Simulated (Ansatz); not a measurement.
# C on Zr(0001): change of the work function, part 2 of 2

Wanted: Δφ(θ) for C/Zr(0001), starting from the fcc site.

Ansatz 0.2.0; plane-wave DFT, PBE, Ansatz PAW.

So far, work function, upper face (eV): step 2 (the clean slab) 4.17; step 3 (37 atoms, coverage 0.111 ML, cell 3x3) 4.34.

### 4. The covered slab, k-mesh 6×6×1, coverage 0.25 ML

System of this step: C/Zr(0001). The cell holds 17 atoms: 16 Zr and 1 C. Its edges and angles: a = 6.460 Å, b = 6.460 Å, c = 27.475 Å, α = 90.0°, β = 90.0°, γ = 60.0°. Vacuum lies along c.

Another coverage, to see how the dipoles act on each other as their distance changes.

File input.yaml:

```yaml
crystal:
  lattice:
    - [6.46, 0.0, 0.0]
    - [3.23, 5.5945241084, 0.0]
    - [0.0, 0.0, 27.475184607]
  atoms:
    - { symbol: Zr, position: [0.3333333333, 0.3333333333, 0.3275683177] }
    - { symbol: Zr, position: [0.0, 0.0, 0.4212053591] }
    - { symbol: Zr, position: [0.3333333333, 0.3333333333, 0.5184663536] }
    - { symbol: Zr, position: [0.0, 0.0, 0.607261219] }
    - { symbol: Zr, position: [0.3333333333, 0.8333333333, 0.3275683177] }
    - { symbol: Zr, position: [0.0, 0.5, 0.4212053591] }
    - { symbol: Zr, position: [0.3333333333, 0.8333333333, 0.5184663536] }
    - { symbol: Zr, position: [0.0, 0.5, 0.607261219] }
    - { symbol: Zr, position: [0.8333333333, 0.3333333333, 0.3275683177] }
    - { symbol: Zr, position: [0.5, 0.0, 0.4212053591] }
    - { symbol: Zr, position: [0.8333333333, 0.3333333333, 0.5184663536] }
    - { symbol: Zr, position: [0.5, 0.0, 0.607261219] }
    - { symbol: Zr, position: [0.8333333333, 0.8333333333, 0.3275683177] }
    - { symbol: Zr, position: [0.5, 0.5, 0.4212053591] }
    - { symbol: Zr, position: [0.8333333333, 0.8333333333, 0.5184663536] }
    - { symbol: Zr, position: [0.5, 0.5, 0.607261219] }
    - { symbol: C, position: [0.1666666667, 0.1666666667, 0.6724316823] }
kpoints:
  mp_grid: { grid: [6, 6, 1] }
hamiltonian:
  xc: pbe
scf:
  occupations: { method: fermi_dirac, width: 0.1 }
  convergence: { dr2_threshold: 1.0e-08 }
efield:
  axis: 3
  dipole_correction: true
  ramp_position: 0.97
  ramp_width: 0.06
relax:
  f_tol: 0.02
  max_steps: 60
  constraints: [{ sites: [0, 1, 4, 5, 8, 9, 12, 13] }]
output:
  dos: { projected: true, e_range: [-8, 4] }
  write_potential: true
  write_density: true
  volumetric_format: npy
  elf: true
```

Run with:

```bash
ansatz run input.yaml --threads 4 --pin off --max-ram 16384MiB --backend cpu --events-out ev --progress --plain --runs-dir out
```

Run time: 2.7 min. Hardware: 4 threads of Intel Xeon Platinum 8259CL at 2.50GHz (Skylake/Cascade Lake), shared host; peak memory 2.9 GiB; 11 min of CPU time.

The steps of the relaxation:

```
step  energy less that of the first step (eV)  largest force component (eV/Å)
   1                                   0.0000                          4.2696
   2                                  -1.2959                          3.8751
   3                                  -2.1185                          2.2624
   4                                  -2.4365                          0.7074
   5                                  -2.4735                          0.2473
   6                                  -2.4807                          0.0495
   7                                  -2.4810                          0.0228
   8                                  -2.4812                          0.0026
```

Forces are held to the 6 operations that the program found; a distortion that breaks them can't arise in this run.

The atoms that moved most (Å):

```
atom      dx      dy      dz  length
 C17   0.000   0.000  -0.745   0.745
Zr12  -0.005   0.003   0.092   0.092
 Zr4   0.005   0.003   0.092   0.092
 Zr8   0.000  -0.005   0.092   0.092
Zr15   0.000   0.000  -0.089   0.089
Zr16   0.000   0.000   0.055   0.055
 Zr3   0.026   0.015  -0.009   0.032
 Zr7   0.000  -0.030  -0.009   0.032
```

The relaxed structure:

```xyz
17
Lattice="6.4600 0.0000 0.0000 3.2300 5.5945 0.0000 0.0000 0.0000 27.4752" Properties=species:S:1:pos:R:3
Zr    3.2300    1.8648    9.0000
Zr    0.0000    0.0000   11.5727
Zr    3.2563    1.8800   14.2355
Zr    0.0047    0.0027   16.7767
Zr    4.8450    4.6621    9.0000
Zr    1.6150    2.7973   11.5727
Zr    4.8450    4.6317   14.2355
Zr    1.6150    2.7918   16.7767
Zr    6.4600    1.8648    9.0000
Zr    3.2300    0.0000   11.5727
Zr    6.4337    1.8800   14.2355
Zr    3.2253    0.0027   16.7767
Zr    8.0750    4.6621    9.0000
Zr    4.8450    2.7973   11.5727
Zr    8.0750    4.6621   14.1556
Zr    4.8450    2.7973   16.7395
C     1.6150    0.9324   17.7302
```

Read from the output:

* energy at zero smearing: -67184.7211 eV
* work function, upper face: 4.620 eV
* work function, lower face: 4.186 eV
* dipole along the normal: -0.08676 e·Å
* step between the vacuum levels: 0.4344 eV

The density of states has structure finer than the step of the table below, so its rows give means over 0.2 eV. Peaks (eV: height): -0.99: 38.0, -0.72: 68.6, -0.51: 53.9, -0.21: 30.5, 0.24: 44.5, 0.78: 33.6, 0.96: 46.8.

The density of states by energy, zero at the Fermi level; means over each step:

```
energy (eV)  density of states (states/eV a cell)
       -5.4                                     0
       -5.2                                0.0296
       -5.0                                  1.03
       -4.8                                  1.12
       -4.6                                  1.28
       -4.4                                  1.29
       -4.2                                  1.58
       -4.0                                  3.49
       -3.8                                  2.65
       -3.6                                  3.79
       -3.4                                  3.37
       -3.2                                  5.99
       -3.0                                  6.38
       -2.8                                  13.0
       -2.6                                  17.3
       -2.4                                  20.2
       -2.2                                  20.8
       -2.0                                  20.0
       -1.8                                  18.6
       -1.6                                  11.1
       -1.4                                  22.8
       -1.2                                  20.1
       -1.0                                  22.6
       -0.8                                  25.6
       -0.6                                  27.8
       -0.4                                  18.1
       -0.2                                  23.5
        0.0                                  23.7
        0.2                                  29.9
        0.4                                  26.8
        0.6                                  25.3
        0.8                                  27.5
        1.0                                  33.2
```

Projected DOS per atom over height of the atomic layer and energy from the Fermi level. Layers: Zr4 Zr4 Zr4 Zr4 C from below.

Values in states/eV, 22 rows by 5 columns, each cell a mean:
```
1.95 1.87 1.66 1.54 0.18
2.13 1.27 1.27 1.41 0.20
2.21 1.17 1.27 1.62 0.29
1.62 1.02 0.98 1.23 0.45
1.46 1.44 1.57 1.35 0.36
1.48 1.36 1.53 1.43 1.33
0.84 0.83 0.97 0.80 0.60
1.28 1.59 1.25 0.84 1.34
0.89 1.27 1.12 1.05 1.83
0.45 0.62 0.69 0.85 0.99
0.28 0.35 0.32 0.36 0.34
0.20 0.16 0.22 0.19 0.14
0.15 0.19 0.22 0.10 0.05
0.05 0.13 0.11 0.03 0.01
0.05 0.11 0.09 0.02 0.01
0.00 0.00 0.00 0.00 0.00
0.00 0.00 0.00 0.00 0.00
0.00 0.00 0.00 0.00 0.00
0.00 0.00 0.00 0.00 0.00
0.00 0.00 0.00 0.00 0.00
0.00 0.00 0.00 0.00 0.00
0.00 0.00 0.00 0.00 0.00
```
Columns: height of the atomic layer (Å) from 9 to 17.7 (not evenly spaced); rows upwards: energy from the Fermi level (eV) from -7.96 to 1.04.

Electrostatic potential energy in the ca plane at fractional y = 0.000, with atoms of Zr within 0.2 Å of it. With pseudopotentials it is smooth inside the atoms' cores, unlike the true potential.

Ten even steps from '0' (-63 eV) to '9' (7 eV), each cell a mean:
```
99986100268999999973001589999999999999999999
99998533589999899986434789999999999999999999
88999877899988889998778899999999999999999999
78999999999887778999989999999999999999999999
78999999999887778999989999999999999999999999
88999877899988889998778899999999999999999999
99997533589999999986324789999999999999999999
99986100268999999973001589999999999999999999
99986100168999999972000489999999999999999999
99987301378999999985102689999999999999999999
89998755789998889987656899999999999999999999
78999888899987788999888999999999999999999999
78999999999987778999999999999999999999999999
78999888899987788999888999999999999999999999
89998755789998889987656899999999999999999999
99987301378999999984102689999999999999999999
99986100168999999972000489999999999999999999
```
Columns run along c (16.0 Å, from fractional 0.34 to 0.92 of the cell; values clipped at the 3rd and 97th percentile), rows up along a (6.5 Å). Atoms in or near the plane, at fractional coordinates: Zr at (0.42, 0.00), Zr at (0.61, 0.00), Zr at (0.42, 0.50), Zr at (0.61, 0.50).

Valence density in the ca plane at fractional y = 0.000, with atoms of Zr within 0.2 Å of it. It is the smooth field of the valence electrons, not physical close to the nuclei.

Values in e/Å³, 9 rows by 16 columns, each cell a mean:
```
0.2 0.6 3.1 0.8 0.2 0.2 0.3 2.8 1.3 0.0 0.0 0.0 0.0 0.0 0.0 0.0
0.3 0.2 0.4 0.2 0.3 0.4 0.2 0.4 0.2 0.0 0.0 0.0 0.0 0.0 0.0 0.0
0.4 0.2 0.2 0.2 0.3 0.4 0.2 0.2 0.1 0.0 0.0 0.0 0.0 0.0 0.0 0.0
0.2 0.5 2.4 0.6 0.2 0.2 0.3 2.2 1.0 0.0 0.0 0.0 0.0 0.0 0.0 0.0
0.2 0.9 3.7 1.1 0.2 0.2 0.4 3.4 1.9 0.0 0.0 0.0 0.0 0.0 0.0 0.0
0.2 0.3 1.5 0.4 0.2 0.2 0.2 1.3 0.7 0.1 0.0 0.0 0.0 0.0 0.0 0.0
0.4 0.2 0.2 0.1 0.3 0.5 0.2 0.2 0.4 0.2 0.0 0.0 0.0 0.0 0.0 0.0
0.3 0.2 0.8 0.2 0.2 0.3 0.2 0.8 0.5 0.1 0.0 0.0 0.0 0.0 0.0 0.0
0.2 0.8 3.6 1.0 0.2 0.2 0.4 3.2 1.8 0.1 0.0 0.0 0.0 0.0 0.0 0.0
```
Columns run along c (16.0 Å, from fractional 0.34 to 0.92 of the cell), rows up along a (6.5 Å). Atoms in or near the plane, at fractional coordinates: Zr at (0.42, 0.00), Zr at (0.61, 0.00), Zr at (0.42, 0.50), Zr at (0.61, 0.50).

ELF in the ca plane at fractional y = 0.000, with atoms of Zr within 0.2 Å of it. It is the smooth field of the valence electrons, not physical close to the nuclei.

Ten even steps from '0' (0.00) to '9' (0.83), each cell a mean:
```
67525966952576777338859820000000000000000000
34422798622433334325898411100000000000000000
22232233223212212321332222210000000000000000
42245322344124421343223455421000000000000000
42244322344124421343222455421000000000000000
22232233223212222322332222210000000000000000
34422788622433334325888411100000000000000000
67525966952576777338759820000000000000000000
77526934962677888348628820000000000000000000
45524888832554566437988522211000000000000000
22322466422322223323564346542100000000000000
32233222234212322332224799753100000000000000
42245322354224431233247999863100000000000000
32233222234212322332224799753100000000000000
22322466422322223323564346542100000000000000
45524889832554567437988512211000000000000000
78536934962678888348518820000000000000000000
```
Columns run along c (16.0 Å, from fractional 0.34 to 0.92 of the cell), rows up along a (6.5 Å). Atoms in or near the plane, at fractional coordinates: Zr at (0.42, 0.00), Zr at (0.61, 0.00), Zr at (0.42, 0.50), Zr at (0.61, 0.50).

The relaxation took 8 steps and lowered the energy by 2.5 eV; the largest force on the free atoms ends at 0.0026 eV/Å.

By hand: a sheet of dipoles makes a step −p/(ε₀A) in the electron's potential. With e/ε₀ = 180.95 V·Å, p = -0.08676 e·Å and A = 36.14 Å², that is −180.95 × (-0.08676) / 36.14 = +0.434 eV, and the two vacuum levels of the run differ by +0.434 eV.

The covered face has 4.62 eV, +0.45 eV against the clean one; the bare back face has moved by +0.01 eV, a measure of how thin the slab is.

### 5. Adsorbate added, k-mesh 6×6×1, coverage 0.5 ML

System of this step: C/Zr(0001). The cell holds 18 atoms: 16 Zr and 2 C. Cell: a = 6.460 Å, b = 6.460 Å, c = 27.475 Å, α = 90.0°, β = 90.0°, γ = 60.0°. Vacuum lies along c.

Edit input.yaml of step 4 so:

```diff
@@ -23,2 +23,3 @@
     - { symbol: C, position: [0.1666666667, 0.1666666667, 0.6724316823] }
+    - { symbol: C, position: [0.6666666667, 0.1666666667, 0.6724316823] }
 kpoints:
```

Run time: 4.9 min. Hardware: 4 threads; peak memory 3.4 GiB; 19 min of CPU time.

The steps of the relaxation:

```
step  energy less that of the first step (eV)  largest force component (eV/Å)
   1                                   0.0000                          3.7024
   2                                  -2.6655                          3.7452
   3                                  -4.5252                          2.0113
   4                                  -5.1368                          0.2997
   5                                  -5.1626                          0.2177
   6                                  -5.1402                          0.2858
   7                                  -5.1851                          0.0296
   8                                  -5.1856                          0.0114
```

Relaxation step 6 was tried and not accepted.

The run keeps the 4 symmetry operations that the program found, so distortions that break them were not tested.

The atoms that moved most (Å):

```
atom     dx      dy      dz  length
 C18  0.000  -0.042  -0.709   0.710
 C17  0.000  -0.042  -0.709   0.710
Zr16  0.000  -0.060   0.201   0.210
 Zr8  0.000  -0.060   0.201   0.210
 Zr4  0.000  -0.061   0.190   0.199
Zr12  0.000  -0.061   0.190   0.199
 Zr7  0.000   0.046  -0.116   0.125
Zr15  0.000   0.046  -0.116   0.125
```

Final coordinates:

```xyz
18
Lattice="6.4600 0.0000 0.0000 3.2300 5.5945 0.0000 0.0000 0.0000 27.4752" Properties=species:S:1:pos:R:3
Zr    3.2300    1.8648    9.0000
Zr    0.0000    0.0000   11.5727
Zr    3.2300    1.9564   14.1911
Zr    0.0000   -0.0607   16.8743
Zr    4.8450    4.6621    9.0000
Zr    1.6150    2.7973   11.5727
Zr    4.8450    4.7078   14.1291
Zr    1.6150    2.7368   16.8857
Zr    6.4600    1.8648    9.0000
Zr    3.2300    0.0000   11.5727
Zr    6.4600    1.9564   14.1911
Zr    3.2300   -0.0607   16.8743
Zr    8.0750    4.6621    9.0000
Zr    4.8450    2.7973   11.5727
Zr    8.0750    4.7078   14.1291
Zr    4.8450    2.7368   16.8857
C     1.6150    0.8908   17.7662
C     4.8450    0.8908   17.7662
```

The relaxation took 8 steps and lowered the energy by 5.2 eV; the largest force on the free atoms ends at 0.011 eV/Å.

The covered face has 5.03 eV, +0.87 eV against the clean one; the bare back face has moved by +0.01 eV, a measure of how thin the slab is.

### 6. Adsorbate added, k-mesh 12×12×1, coverage 1 ML

System of this step: C/Zr(0001). The cell holds 5 atoms: 4 Zr and 1 C. Its edges and angles: a = 3.230 Å, b = 3.230 Å, c = 27.475 Å, α = 90.0°, β = 90.0°, γ = 60.0°. Vacuum lies along c.

input.yaml, the sections that differ from step 5:

```yaml
crystal:
  lattice:
    - [3.23, 0.0, 0.0]
    - [1.615, 2.7972620542, 0.0]
    - [0.0, 0.0, 27.475184607]
  atoms:
    - { symbol: Zr, position: [0.6666666667, 0.6666666667, 0.3275683177] }
    - { symbol: Zr, position: [0.0, 0.0, 0.4212053591] }
    - { symbol: Zr, position: [0.6666666667, 0.6666666667, 0.5184663536] }
    - { symbol: Zr, position: [0.0, 0.0, 0.607261219] }
    - { symbol: C, position: [0.3333333333, 0.3333333333, 0.6724316823] }
kpoints:
  mp_grid: { grid: [12, 12, 1] }
relax:
  f_tol: 0.02
  max_steps: 60
  constraints: [{ sites: [0, 1] }]
output:
  write_potential: true
  write_density: true
  volumetric_format: npy
# hamiltonian, scf, efield: as in step 5
```

Elapsed: 24 s, on 4 threads; peak memory 0.64 GiB.

Step by step:

```
step  energy less that of the first step (eV)  largest force component (eV/Å)
   1                                   0.0000                          3.4754
   2                                  -1.2048                          3.2533
   3                                  -2.2263                          1.7407
   4                                  -2.3035                          1.5501
   5                                  -2.4086                          0.1336
   6                                  -2.4122                          0.0324
   7                                  -2.4123                          0.0009
```

Forces are held to the 6 operations that the program found; a distortion that breaks them can't arise in this run.

The atoms that moved most (Å):

```
atom     dx     dy      dz  length
  C5  0.000  0.000  -0.546   0.546
 Zr4  0.000  0.000   0.395   0.395
 Zr3  0.000  0.000  -0.132   0.132
```

The relaxed structure:

```
Zr C
1.0
     3.23000    0.00000    0.00000
     1.61500    2.79726    0.00000
     0.00000    0.00000   27.47518
Zr C
4 1
Direct
  0.66667 0.66667 0.32757
  0.00000 0.00000 0.42121
  0.66667 0.66667 0.51366
  0.00000 0.00000 0.62163
  0.33333 0.33333 0.65256
```

The relaxation took 7 steps and lowered the energy by 2.4 eV; the largest force on the free atoms ends at 8.7e-4 eV/Å.

The covered face has 6.43 eV, +2.27 eV against the clean one; the bare back face has moved by +0.02 eV, a measure of how thin the slab is.

### 7. Work function against coverage

This step: plane-wave DFT, PBE, Ansatz PAW; work function against coverage (Ansatz 0.2.0).

The runs are now put side by side.

This step gave:

| Property | Result |
| --- | --- |
| work function of the clean face | 4.165 eV |
| largest change of the work function | 2.268 eV |

Work function of the covered face against coverage:

```
coverage (adsorbates/nm²)  work function of the covered face (eV)
                     0.00                                    4.17
                     1.23                                    4.34
                     2.77                                    4.62
                     5.53                                    5.03
                    11.07                                    6.43
```

The dipole per adsorbate comes from the change of the cell's dipole. Coverage, by row:

```
coverage (1/nm²)  coverage (ML)  work function (eV)  change (eV)  dipole per adsorbate, positive end outwards (debye)  mean height of the added atoms over the highest substrate atom (Å)
            1.23         0.1111                4.34       0.1744                                               -0.373                                                              0.9356
           2.767           0.25                4.62       0.4548                                               -0.431                                                              0.9535
           5.534            0.5               5.035       0.8694                                                -0.41                                                              0.8804
           11.07              1               6.433        2.268                                               -0.539                                                              0.8499
```

### 8. What came out

```
work function of the clean face                        : 4.17 eV
work function at 0.11 ML                               : 4.34 eV
work function at 0.25 ML                               : 4.62 eV
work function at 0.5 ML                                : 5.03 eV
work function at 1 ML                                  : 6.43 eV
dipole per adsorbate at 0.11 ML, positive end outwards : -0.37 D
```

**Reading.** C raises the work function of Zr(0001) at the lowest coverage, by 0.17 eV: the adsorbate layer has its negative end outwards. The slab has 4 layers, at the tabulated experimental lattice constant, one starting site was run, and quantum-size effects of a slab this thin can reach one or two tenths of an eV.

[Long decimals in the printed logs are rounded to 6 places.]

[Logs are printed without paths, hosts, clocks, repeated set-up lines and the standing remarks that a program may print on its own settings, such as how far it seeks lower states.]

[Hosts, paths, dates, database ids (printed as entryN), source tags and the programs' standing remarks are cut or masked in the printed files.]

[Maps of the electrostatic potential energy from Ansatz leave out the sawtooth potential of an applied field or a dipole correction, so their vacuum need not be flat; planar profiles and work functions include it.]

[The density of states shown here was stored with 400 of the rows of the run's finer table, so its peaks can read low, often by over a quarter, or be missed, and its means over a window can be off by a tenth or more.]
